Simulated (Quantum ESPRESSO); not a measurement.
# Al(100), stepped through the number of layers, part 2 of 7

Wanted: a table for Al(100) against the number of layers, and what can be fitted to it.

Quantum ESPRESSO 7.5; plane-wave DFT, PBE, GBRV ultrasoft pseudopotentials.

So far. Step 2 (Variable-cell relaxation of the reference):  The last row is no step: it is a fresh SCF in the final cell with a new plane-wave basis, +0 meV from the row before.

## 4. Relaxing the ions, 4 layers

What the set-up leaves free in this member is relaxed.

System of this step: Al(100), 4 layers. The cell holds 4 atoms: 4 Al. Its edges and angles: a = 2.856 Å, b = 2.856 Å, c = 22.018 Å, α = 90.0°, β = 90.0°, γ = 90.0°. It derives from Al. Vacuum lies along c.

The input, m0.relax.in:

```
&control
  prefix = 'm0.relax'
  outdir = './out'
  pseudo_dir = './pseudo'
  nstep = 40
  forc_conv_thr = 0.001
  calculation = 'relax'
/
&system
  ibrav = 0
  nat = 4
  ntyp = 1
  ecutwfc = 40
  ecutrho = 200
  occupations = 'smearing'
  smearing = 'mv'
  degauss = 0.02
/
&electrons
  conv_thr = 1e-08
  mixing_beta = 0.4
  electron_maxstep = 120
  mixing_mode = 'local-TF'
/
&ions
/
ATOMIC_SPECIES
  Al  26.9815  al_pbe_v1.uspp.F.UPF
CELL_PARAMETERS angstrom
  2.85639291368519 0.00000000000000 0.00000000000000
  0.00000000000000 2.85639291368519 0.00000000000000
  0.00000000000000 0.00000000000000 22.01803885823456
ATOMIC_POSITIONS crystal
  Al  0.500000000000 0.500000000000 0.362400906002
  Al  0.000000000000 0.000000000000 0.454133635334
  Al  0.500000000000 0.500000000000 0.545866364666
  Al  0.000000000000 0.000000000000 0.637599093998
K_POINTS automatic
  12 12 1 0 0 0
```

Launch:

```bash
OMP_NUM_THREADS=1 mpirun -n 4 pw.x -nk 4 -in m0.relax.in > m0.relax.out
```

What it wrote:

```text
[banner, memory and clock lines left out]
Program PWSCF v.7.5 starts

          URL

     Message from routine setup:
     using ibrav=0 with symmetry is DISCOURAGED, use correct ibrav instead

     G-vector sticks info

     bravais-lattice index     =            0
     lattice parameter (alat)  =       5.3978  a.u.
     unit-cell volume          =    1212.3029 (a.u.)^3
     number of atoms/cell      =            4
     number of atomic types    =            1
     number of electrons       =        12.00
     number of Kohn-Sham states=           10
     kinetic-energy cutoff     =      40.0000  Ry
     charge density cutoff     =     200.0000  Ry
     scf convergence threshold =      1.0E-08
     mixing beta               =       0.4000
     number of iterations used =            8  local-TF  mixing
     energy convergence thresh.=      1.0E-04
     force convergence thresh. =      1.0E-03
     Exchange-correlation= SLA  PW   PBE  PBE
                           (   1   4   3   4   0   0   0)
     nstep                     =           40

     celldm(1)=   5.397800  celldm(2)=   0.000000  celldm(3)=   0.000000
     celldm(4)=   0.000000  celldm(5)=   0.000000  celldm(6)=   0.000000

     crystal axes: (cart. coord. in units of alat)
               a(1) = (   1.000000   0.000000   0.000000 )
               a(2) = (   0.000000   1.000000   0.000000 )
               a(3) = (   0.000000   0.000000   7.708337 )

     reciprocal axes: (cart. coord. in units 2 pi/alat)
               b(1) = (  1.000000  0.000000  0.000000 )
               b(2) = (  0.000000  1.000000  0.000000 )
               b(3) = (  0.000000  0.000000  0.129730 )

     PseudoPot. # 1 for Al read from file:
     ./pseudo/al_pbe_v1.uspp.F.UPF
     Pseudo is Ultrasoft + core correction, Zval =  3.0
     Generated by new atomic code, or converted to UPF format
     Using radial grid of  893 points,  3 beta functions with:
                l(1) =   0
                l(2) =   1
                l(3) =   2
     Q(r) pseudized with  8 coefficients,  rinner =    0.900   0.900   0.900
                                                       0.900   0.900

     atomic species   valence    mass     pseudopotential
     Al                3.00    26.98150     Al( 1.00)

     16 Sym. Ops., with inversion, found ( 8 have fractional translation)

   Cartesian axes

     site n.     atom                  positions (alat units)
         1        Al     tau(   1) = (   0.5000000   0.5000000   2.7935083  )
         2        Al     tau(   2) = (   0.0000000   0.0000000   3.5006151  )
         3        Al     tau(   3) = (   0.5000000   0.5000000   4.2077218  )
         4        Al     tau(   4) = (   0.0000000   0.0000000   4.9148286  )

     number of k points=    28  Marzari-Vanderbilt smearing, width (Ry)=  0.0200
                       cart. coord. in units 2pi/alat
        k(    1) = (   0.0000000   0.0000000   0.0000000), wk =   0.0138889
        k(    2) = (   0.0000000   0.0833333   0.0000000), wk =   0.0555556
        k(    3) = (   0.0000000   0.1666667   0.0000000), wk =   0.0555556
        k(    4) = (   0.0000000   0.2500000   0.0000000), wk =   0.0555556
        k(    5) = (   0.0000000   0.3333333   0.0000000), wk =   0.0555556
        k(    6) = (   0.0000000   0.4166667   0.0000000), wk =   0.0555556
        k(    7) = (   0.0000000  -0.5000000   0.0000000), wk =   0.0277778
        k(    8) = (   0.0833333   0.0833333   0.0000000), wk =   0.0555556
        k(    9) = (   0.0833333   0.1666667   0.0000000), wk =   0.1111111
        k(   10) = (   0.0833333   0.2500000   0.0000000), wk =   0.1111111
        k(   11) = (   0.0833333   0.3333333   0.0000000), wk =   0.1111111
        k(   12) = (   0.0833333   0.4166667   0.0000000), wk =   0.1111111
        k(   13) = (   0.0833333  -0.5000000   0.0000000), wk =   0.0555556
        k(   14) = (   0.1666667   0.1666667   0.0000000), wk =   0.0555556
        k(   15) = (   0.1666667   0.2500000   0.0000000), wk =   0.1111111
        k(   16) = (   0.1666667   0.3333333   0.0000000), wk =   0.1111111
        k(   17) = (   0.1666667   0.4166667   0.0000000), wk =   0.1111111
        k(   18) = (   0.1666667  -0.5000000   0.0000000), wk =   0.0555556
        k(   19) = (   0.2500000   0.2500000   0.0000000), wk =   0.0555556
        k(   20) = (   0.2500000   0.3333333   0.0000000), wk =   0.1111111
        k(   21) = (   0.2500000   0.4166667   0.0000000), wk =   0.1111111
        k(   22) = (   0.2500000  -0.5000000   0.0000000), wk =   0.0555556
        k(   23) = (   0.3333333   0.3333333   0.0000000), wk =   0.0555556
        k(   24) = (   0.3333333   0.4166667   0.0000000), wk =   0.1111111
        k(   25) = (   0.3333333  -0.5000000   0.0000000), wk =   0.0555556
        k(   26) = (   0.4166667   0.4166667   0.0000000), wk =   0.0555556
        k(   27) = (   0.4166667  -0.5000000   0.0000000), wk =   0.0555556
        k(   28) = (  -0.5000000  -0.5000000   0.0000000), wk =   0.0138889

     Dense  grid:    57859 G-vectors     FFT dimensions: (  30,  30, 192)

     Smooth grid:    41459 G-vectors     FFT dimensions: (  24,  24, 180)

     Initial potential from superposition of free atoms

     starting charge      11.9901, renormalised to      12.0000

     negative rho (up, down):  1.599E-04 0.000E+00
     Starting wfcs are   16 randomized atomic wfcs

     per-process dynamical memory:    41.2 Mb

     Self-consistent Calculation

     iteration #  1     ecut=    40.00 Ry     beta= 0.40
     Davidson diagonalization with overlap
     ethr =  1.00E-02,  avg # of iterations =  3.0

     negative rho (up, down):  4.158E-06 0.000E+00

     total energy              =     -26.78039298 Ry
     estimated scf accuracy    <       0.27990221 Ry

     iteration #  2     ecut=    40.00 Ry     beta= 0.40
     Davidson diagonalization with overlap
     ethr =  2.33E-03,  avg # of iterations =  1.1

     negative rho (up, down):  2.667E-04 0.000E+00

     total energy              =     -26.74366310 Ry
     estimated scf accuracy    <       0.16659142 Ry

     iteration #  3     ecut=    40.00 Ry     beta= 0.40
     Davidson diagonalization with overlap
     ethr =  1.39E-03,  avg # of iterations =  2.2

     total energy              =     -26.76090436 Ry
     estimated scf accuracy    <       0.01350495 Ry

     iteration #  4     ecut=    40.00 Ry     beta= 0.40
     Davidson diagonalization with overlap
     ethr =  1.13E-04,  avg # of iterations =  3.0

     total energy              =     -26.76251096 Ry
     estimated scf accuracy    <       0.02681590 Ry

[...]
negative rho (up, down):  1.905E-04 0.000E+00

     total energy              =     -26.76114867 Ry
     estimated scf accuracy    <       0.00000002 Ry

     iteration #  5     ecut=    40.00 Ry     beta= 0.40
     Davidson diagonalization with overlap
     ethr =  1.31E-10,  avg # of iterations =  2.1

     negative rho (up, down):  1.904E-04 0.000E+00

     total energy              =     -26.76114867 Ry
     estimated scf accuracy    <          5.3E-09 Ry

     iteration #  6     ecut=    40.00 Ry     beta= 0.40
     Davidson diagonalization with overlap
     ethr =  4.42E-11,  avg # of iterations =  1.0

     negative rho (up, down):  1.920E-04 0.000E+00

     total energy              =     -26.76114867 Ry
     estimated scf accuracy    <          3.6E-09 Ry

     iteration #  7     ecut=    40.00 Ry     beta= 0.40
     Davidson diagonalization with overlap
     ethr =  2.98E-11,  avg # of iterations =  1.8

     negative rho (up, down):  1.927E-04 0.000E+00

     total energy              =     -26.76114867 Ry
     estimated scf accuracy    <          1.5E-09 Ry

     iteration #  8     ecut=    40.00 Ry     beta= 0.40
     Davidson diagonalization with overlap
     ethr =  1.28E-11,  avg # of iterations =  1.5

     negative rho (up, down):  1.934E-04 0.000E+00

     total energy              =     -26.76114867 Ry
     estimated scf accuracy    <          2.0E-10 Ry

     iteration #  9     ecut=    40.00 Ry     beta= 0.40
     Davidson diagonalization with overlap
     ethr =  1.70E-12,  avg # of iterations =  1.5

     negative rho (up, down):  1.935E-04 0.000E+00

     End of self-consistent calculation

          k = 0.0000 0.0000 0.0000 (  5251 PWs)   bands (ev):

   -10.4267  -9.0363  -6.9012  -4.0491  -1.7383   1.7306   3.6657   4.6195
     4.7699   6.2588

          k = 0.0000 0.0833 0.0000 (  5227 PWs)   bands (ev):

   -10.3010  -8.9115  -6.7776  -3.9266  -1.6206   1.8433   3.7885   3.9464
     4.7488   4.8854

          k = 0.0000 0.1667 0.0000 (  5209 PWs)   bands (ev):

    -9.9243  -8.5374  -6.4074  -3.5605  -1.2689   1.5638   2.2809   2.9165
     4.1741   4.9192

          k = 0.0000 0.2500 0.0000 (  5205 PWs)   bands (ev):

    -9.2984  -7.9159  -5.7926  -2.9547  -0.6925  -0.5729   0.7629   2.6161
     3.0186   4.7861

          k = 0.0000 0.3333 0.0000 (  5187 PWs)   bands (ev):

    -8.4262  -7.0501  -4.9366  -2.5882  -2.1034  -1.2560   0.1435   0.8222
     3.6603   3.6628

          k = 0.0000 0.4167 0.0000 (  5175 PWs)   bands (ev):

    -7.3120  -5.9456  -4.3761  -3.8451  -3.0324  -1.2376  -0.7361   1.0303
     2.0985   3.9400

          k = 0.0000-0.5000 0.0000 (  5178 PWs)   bands (ev):

    -5.9633  -5.9633  -4.5975  -4.5975  -2.5294  -2.5294   0.2768   0.2768
     2.6086   2.6086

          k = 0.0833 0.0833 0.0000 (  5221 PWs)   bands (ev):

   -10.1753  -8.7867  -6.6540  -3.8043  -1.5030   1.9577   3.5863   3.9121
     4.7902   5.0135

          k = 0.0833 0.1667 0.0000 (  5212 PWs)   bands (ev):

    -9.7989  -8.4129  -6.2842  -3.4385  -1.1513   1.6404   2.3682   2.9762
     4.2921   4.8179

          k = 0.0833 0.2500 0.0000 (  5207 PWs)   bands (ev):

    -9.1735  -7.7919  -5.6699  -2.8334  -0.5748  -0.4681   0.8645   2.7225
     3.1118   4.9053

          k = 0.0833 0.3333 0.0000 (  5179 PWs)   bands (ev):

    -8.3020  -6.9268  -4.8147  -2.4734  -1.9828  -1.1421   0.2601   0.9329
     3.7632   3.7671

          k = 0.0833 0.4167 0.0000 (  5172 PWs)   bands (ev):

    -7.1889  -5.8235  -4.2568  -3.7243  -2.9142  -1.1182  -0.6207   1.1472
     2.2099   4.0525

          k = 0.0833-0.5000 0.0000 (  5164 PWs)   bands (ev):

    -5.8417  -5.8417  -4.4768  -4.4768  -2.4102  -2.4102   0.3933   0.3933
     2.7234   2.7234

          k = 0.1667 0.1667 0.0000 (  5208 PWs)   bands (ev):

    -9.4234  -8.0400  -5.9152  -3.0739  -0.7997   1.4941   2.4612   2.7776
     3.2373   4.2160

          k = 0.1667 0.2500 0.0000 (  5212 PWs)   bands (ev):

    -8.7995  -7.4205  -5.3025  -2.4708  -0.2227  -0.1850   1.1349   2.8067
     3.1134   3.5714

          k = 0.1667 0.3333 0.0000 (  5176 PWs)   bands (ev):

    -7.9303  -6.5577  -4.4498  -2.1344  -1.6229  -0.8066   0.6080   1.2574
     3.6081   4.0654

          k = 0.1667 0.4167 0.0000 (  5157 PWs)   bands (ev):

    -6.8204  -5.4577  -3.9011  -3.3629  -2.5618  -0.7614  -0.2773   1.4968
     2.5381   4.3670

          k = 0.1667-0.5000 0.0000 (  5146 PWs)   bands (ev):

    -5.4781  -5.4781  -4.1159  -4.1159  -2.0540  -2.0540   0.7406   0.7406
     3.0647   3.0647

          k = 0.2500 0.2500 0.0000 (  5204 PWs)   bands (ev):

    -8.1783  -6.8037  -4.6927  -1.8711  -0.1366   0.3580   1.1520   1.3165
     2.6981   3.1314

          k = 0.2500 0.3333 0.0000 (  5174 PWs)   bands (ev):

    -7.3131  -5.9451  -3.8444  -1.6071  -1.0324  -0.2900   1.1735   1.6024
     1.7489   2.9516

          k = 0.2500 0.4167 0.0000 (  5149 PWs)   bands (ev):

    -6.2091  -4.8513  -3.3181  -2.7642  -1.9852  -0.1729   0.2804   2.0726
     2.5822   3.0479

          k = 0.2500-0.5000 0.0000 (  5142 PWs)   bands (ev):

    -4.8763  -4.8763  -3.5196  -3.5196  -1.4656  -1.4656   1.3100   1.3100
     3.6116   3.6116

          k = 0.3333 0.3333 0.0000 (  5170 PWs)   bands (ev):

    -6.4542  -5.0930  -3.0032  -1.3029  -0.2686  -0.0111   0.1973   1.4168
     1.9764   2.0784

          k = 0.3333 0.4167 0.0000 (  5155 PWs)   bands (ev):

    -5.3603  -4.0097  -2.5470  -1.9350  -1.2271   0.5458   0.7261   1.0353
     1.9588   2.9054

          k = 0.3333-0.5000 0.0000 (  5154 PWs)   bands (ev):

    -4.0466  -4.0466  -2.6997  -2.6997  -0.6578  -0.6578   1.8228   1.8228
     2.1427   2.1427

          k = 0.4167 0.4167 0.0000 (  5140 PWs)   bands (ev):

    -4.2859  -2.9465  -2.0032  -0.8900  -0.7097  -0.5934   0.7538   1.2822
     1.6727   1.7834

          k = 0.4167-0.5000 0.0000 (  5152 PWs)   bands (ev):

    -3.0281  -3.0281  -1.7019  -1.7019   0.1674   0.1674   0.3239   0.3239
     1.5381   1.5381

          k =-0.5000-0.5000 0.0000 (  5136 PWs)   bands (ev):

    -2.2367  -2.2367  -0.9427  -0.9427  -0.8607  -0.8607   0.5664   0.5664
     1.0506   1.0506

     the Fermi energy is     0.2589 ev

!    total energy              =     -26.76114867 Ry
     estimated scf accuracy    <          2.3E-11 Ry
     smearing contrib. (-TS)   =      -0.00046069 Ry
     internal energy E=F+TS    =     -26.76068798 Ry

     The total energy is F=E-TS. E is the sum of the following terms:
     one-electron contribution =    -160.57570838 Ry
     hartree contribution      =      82.91622222 Ry
     xc contribution           =     -16.95519402 Ry
     ewald contribution        =      67.85399220 Ry

     convergence has been achieved in   9 iterations

     negative rho (up, down):  1.935E-04 0.000E+00

     Forces acting on atoms (cartesian axes, Ry/au):

     atom    1 type  1   force =     0.00000000    0.00000000   -0.00099832
     atom    2 type  1   force =     0.00000000    0.00000000    0.00044303
     atom    3 type  1   force =     0.00000000    0.00000000   -0.00044303
     atom    4 type  1   force =     0.00000000    0.00000000    0.00099832

     Total force =     0.001545     Total SCF correction =     0.000007
     Energy error            =      2.2E-05 Ry
     Gradient error          =      1.0E-03 Ry/Bohr

     bfgs converged in   4 scf cycles and   3 bfgs steps
     (criteria: energy <  1.0E-04 Ry, force <  1.0E-03 Ry/Bohr)

     End of BFGS Geometry Optimization

     Final energy             =     -26.7611486677 Ry

     File ./out/m0.relax.bfgs deleted, as requested
Begin final coordinates

ATOMIC_POSITIONS (crystal)
Al               0.5000000000        0.5000000000        0.3621594947
Al               0.0000000000        0.0000000000        0.4543982149
Al               0.5000000000        0.5000000000        0.5456017851
Al               0.0000000000        0.0000000000        0.6378405053
End final coordinates

     XML data file, charge density, pseudopotentials, collected wavefunctions

                                        0.00s GPU  (     890 calls)
```

Elapsed: 36 s, on 4 MPI ranks of Arm Neoverse V1, shared host; peak memory 0.38 GiB.

The steps of the relaxation:

| step | energy less that of the first step (eV) | largest force (eV/Å) |
| --- | --- | --- |
| 1 | 0.0000 | 0.0755 |
| 2 | -0.0004 | 0.0588 |
| 3 | -0.0007 | 0.0418 |
| 4 | -0.0010 | 0.0257 |

The relaxed structure:

```cif
data_structure
_symmetry_space_group_name_H-M 'P 1'
_symmetry_Int_Tables_number 1
_cell_length_a 2.8564
_cell_length_b 2.8564
_cell_length_c 22.0180
_cell_angle_alpha 90.000
_cell_angle_beta 90.000
_cell_angle_gamma 90.000
_cell_volume 179.64
loop_
_atom_site_label
_atom_site_type_symbol
_atom_site_fract_x
_atom_site_fract_y
_atom_site_fract_z
_atom_site_occupancy
Al1 Al 0.50000 0.50000 0.36216 1
Al2 Al 0.00000 0.00000 0.45440 1
Al3 Al 0.50000 0.50000 0.54560 1
Al4 Al 0.00000 0.00000 0.63784 1
```

This step gave:

```
free energy  : -364.1040 eV
Fermi energy : 0.2589 eV
```

[end of part 2 of 7]

[Logs are printed without paths, hosts, clocks, repeated set-up lines and the standing remarks that a program may print on its own settings, such as how far it seeks lower states.]

[Hosts, paths, dates, database ids (printed as entryN), source tags and the programs' standing remarks are cut or masked in the printed files.]

[Maps of the electrostatic potential energy from Ansatz leave out the sawtooth potential of an applied field or a dipole correction, so their vacuum need not be flat; planar profiles and work functions include it.]
